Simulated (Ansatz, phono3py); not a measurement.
# KCl (Sylvite, Fm-3m): lattice thermal conductivity, part 4 of 4

Wanted: κ(T), lifetimes and mean free paths for KCl (Sylvite).

Experimental results on record:
- thermal conductivity 7.1 W/m/K near room temperature (given in “Combining the AFLOW GIBBS and Elastic Libraries to efficiently and robustly screen thermo-mechanical properties of solids”, 2017, arXiv:1611.05714)
- thermal conductivity 7.1 W/m/K near room temperature (given in “Predicting the lattice thermal conductivity of solids by solving the Boltzmann transport equation: AFLOW - AAPL an automated, accurate and efficient framework”, 2017, arXiv:1611.05481)

Ansatz 0.2.0; DFT LDA, scalar-relativistic, plane waves, PAW; PAW set soft_1.

So far. Step 2 (A first coarse run): The start is under -2.0 GPa at this level and looks like an insulator or semiconductor on this mesh. Step 5 (Tight relaxation): The residual pressure is -0.0096 GPa, small enough for phonons. The relaxed cell has a = 6.077 Å (conventional setting).

## (6) Third-order constants and the Boltzmann equation (continued)

The spectral kappa at 300 K by frequency; read off at these points; values in W/m/K/THz:

```tsv
frequency (THz)	relaxation time (W/m/K/THz)	full solution (W/m/K/THz)
0.10	0	0
0.50	0.711	0.701
0.70	1.73	1.74
1.10	1.13	1.25
1.30	1.86	2.05
1.70	2.60	3.03
1.90	3.29	3.93
2.30	3.43	4.29
2.50	3.80	4.85
2.70	2.54	3.29
2.90	3.84	5.01
3.30	2.82	3.78
3.50	2.73	3.68
3.90	2.2	3.44
4.10	1.48	2.48
4.50	1.39	2.66
4.90	0.558	1.16
5.10	0.254	0.621
5.50	0.0852	0.326
5.70	0.0704	0.310
6.10	0.0203	0.147
6.30	0.00952	0.0788
6.70	9.3e-6	3.7e-4
```

Relaxation-time solution. Table of share of κ carried by shorter paths by mean free path:

```tsv
mean free path (nm)	100 K	300 K	800 K
0.464	0	0	0.002
0.681	0	0	0.007
1	0	0.001	0.014
1.47	0	0.004	0.028
2.15	0	0.01	0.086
3.16	0.001	0.018	0.201
4.64	0.004	0.048	0.355
6.81	0.008	0.126	0.536
10	0.018	0.266	0.736
14.7	0.047	0.42	0.879
21.5	0.102	0.637	0.924
31.6	0.2	0.794	0.944
46.4	0.357	0.897	0.953
68.1	0.574	0.929	0.966
100	0.737	0.947	0.977
147	0.853	0.955	0.991
215	0.906	0.972	1
316	0.933	0.986	1
464	0.938	1	1
681	0.955	1	1
1000	0.97	1	1
1470	0.988	1	1
2150	1	1	1
```

300 K; a sample spread over frequency. Mode lifetimes, by row, the first 40 of 90 rows:

```tsv
q1	q2	q3	branch	frequency (THz)	rms speed (km/s)	three-phonon rate (1/ps)	isotope rate (1/ps)	lifetime (ps)	mean free path (nm)
0	0.0588	0.0588	1	0.33	1.67	0.00391	3.37e-7	256	427
0	0.0588	-0.1176	1	0.851	2.99	0.0807	4.71e-5	12.4	37
0.0588	0.1176	0.2353	1	1.071	2.53	0.069	1.26e-4	14.5	36.7
0	0.1176	-0.1765	1	1.28	2.34	0.052	2.69e-4	19.1	44.8
0.1176	0.2353	0.3529	1	1.44	1.63	0.0288	4.60e-4	34.2	55.7
0.0588	0.2353	0.2941	2	1.515	3.17	0.141	6.12e-4	7.06	22.4
0.1176	0.2941	0.4118	1	1.643	1.5	0.0375	9.28e-4	26	39
0	0.0588	-0.1176	3	1.712	3.92	0.165	0.0013	6.01	23.5
0	0.0588	0.2353	2	1.788	3.13	0.298	0.00155	3.34	10.5
0	0.0588	-0.1765	2	1.857	3.11	0.436	0.00174	2.29	7.12
0	0	0.2353	1	1.922	3.27	0.34	0.00188	2.92	9.55
0	0.1176	0.2941	2	1.983	3.27	0.225	0.00211	4.4	14.4
0	0.3529	0.4706	2	2.072	2.79	0.0711	0.00246	13.6	37.9
0.0588	0.2941	-0.2353	1	2.139	1.62	0.0457	0.00264	20.7	33.6
0.1765	0.4706	-0.3529	1	2.224	1.42	0.0409	0.00299	22.8	32.4
0.0588	0.1765	-0.2941	1	2.295	2.63	0.22	0.00321	4.49	11.8
0.1176	0.4118	-0.3529	1	2.358	1.87	0.121	0.0035	8.06	15.1
0	0.0588	0.3529	1	2.425	2.65	0.367	0.00365	2.7	7.16
0	0.1765	-0.3529	1	2.495	2.48	0.198	0.00409	4.95	12.3
0	0.4118	-0.4118	2	2.553	3.32	0.0956	0.00451	9.99	33.2
0.0588	0.2941	-0.4118	1	2.624	2.21	0.281	0.00486	3.49	7.71
0	0.1176	-0.2353	2	2.668	2.8	0.449	0.00454	2.2	6.16
0	0.3529	-0.3529	2	2.733	1.16	0.0425	0.00476	21.1	24.6
0	0.1765	0.1765	3	2.814	4.22	0.164	0.00582	5.88	24.8
0.1176	0.4118	-0.4118	2	2.864	3.27	0.228	0.00714	4.26	13.9
0	0.1765	-0.4706	1	2.905	2.22	0.334	0.00561	2.94	6.52
0	0.2941	-0.3529	2	2.956	2.09	0.315	0.00548	3.12	6.52
0.0588	0.2353	-0.4118	2	3.026	2.25	0.227	0.00668	4.28	9.65
0.1765	0.4118	-0.4118	2	3.085	1.06	0.205	0.00642	4.72	5.02
0	0.0588	0.4118	2	3.128	2.24	0.394	0.00692	2.49	5.58
0.0588	0.1765	-0.4118	2	3.174	2.1	0.369	0.0067	2.66	5.58
0.1765	0.4118	-0.4118	3	3.22	1.62	0.213	0.00812	4.52	7.32
0.0588	0.1765	-0.2941	2	3.278	2.53	0.386	0.00602	2.55	6.47
0.1176	0.2353	-0.4706	2	3.357	1.09	0.329	0.00597	2.99	3.24
0	0	0.4706	2	3.411	1.86	0.397	0.00659	2.48	4.61
0	0.2353	-0.2941	2	3.463	1.03	0.368	0.00249	2.7	2.78
0.0588	0.3529	-0.3529	3	3.545	3.37	0.151	0.00585	6.39	21.5
0	0.2353	0.4706	3	3.618	2.39	0.218	0.00773	4.43	10.6
0.0588	0.2353	-0.1765	3	3.706	2.99	0.211	0.0101	4.52	13.5
0.0588	0.2353	0.4706	3	3.774	2.19	0.276	0.0195	3.38	7.42
```

Without the LO-TO term. Gamma linewidths, by row:

```tsv
branch	frequency (cm⁻¹)	three-phonon rate (1/ps)	isotope rate (1/ps)	FWHM (cm⁻¹)
4	161.2	0.182	0.0533	1.25
5	161.2	0.182	0.0533	1.25
6	161.2	0.182	0.0533	1.25
```

W/m/K, third of the trace; RTA populations with a boundary rate v/L added to each mode (Matthiessen's rule). Kappa by grain size, by row:

```tsv
T (K)	bulk	10 nm	30 nm	100 nm	300 nm	1000 nm	10000 nm	100000 nm
100	29.47	4.921	10.19	17.54	23.14	26.78	29.11	29.44
300	10.31	3.976	6.369	8.433	9.484	10.01	10.27	10.3
600	5.25	2.813	3.923	4.684	5.019	5.173	5.242	5.25
```

W/m/K, third of the trace; RTA populations with the isotope rates scaled. Kappa by mass disorder, by row:

```tsv
T (K)	no isotopes	as typed	variance x 3	variance x 10	variance x 30
100	32.68	29.47	25.4	18.54	11.96
300	10.72	10.31	9.642	8.122	6.041
600	5.359	5.25	5.059	4.551	3.699
```

At 300 K the relaxation-time value is 10.4 W/(m K).

## (7) Results

| Property | Result |
| --- | --- |
| highest frequency | 221.7 cm⁻¹ |
| Debye temperature from the second moment | 247 K |
| κ at 300 K (relaxation time) | 10.41 W/m/K |
| κ at 300 K (full solution) | 14.04 W/m/K |
| mean free path at half of κ | 17 nm |
| share of κ above the three lowest branches | 0.124 |

In words: The lattice of KCl (Sylvite) conducts 14.0 W/(m K) at 300 K by LDA (mean over directions, full solution). The full solution lies +35 % from the relaxation-time value at 300 K, a sign that momentum-conserving scattering matters. Above 300 K the relaxation-time κ falls as T^-0.95, near the 1/T law of three-phonon scattering. Grains of 100 nm would keep 82 % of the bulk value at 300 K, and grains of 1 µm 97 %. Removing the natural isotope disorder raises κ at 300 K by 4 %. A measured thermal conductivity near room temperature is 7.1 W/m/K (arXiv:1611.05714); the calculated 14.0 W/m/K differs by +98 %. The relaxed cell is 10 % smaller in volume than the database cell, which stiffens most phonons and usually raises κ; no run here tested that. Four-phonon, defect and boundary scattering, which are left out, would lower the calculated value; thermal expansion is left out too. The sum rules changed one orbit of cubic constants by up to 11 %; by the manual a large change points to a short cutoff or, on a small and distant orbit, to noisy forces. The conductivities include the coherence part between close branches; the shares for grains, isotopes, branches and paths are of the relaxation-time populations alone. Cubic couplings among atoms farther apart than the pair cutoff are dropped, and neither the cutoff nor the q-mesh was shown to be converged here. The PAW files were made for PBE and are used here under another functional, for which the program regenerates the frozen cores. The cell of these runs is 10 % smaller in volume than the database cell; frequencies and all that rests on them shift with it.

[Logs are printed without paths, hosts, clocks, repeated set-up lines and the standing remarks that a program may print on its own settings, such as how far it seeks lower states.]

[Hosts, paths, dates, database ids (printed as entryN), source tags and the programs' standing remarks are cut or masked in the printed files.]

[A step with changed settings may run another functional than the one named; its input shows which.]
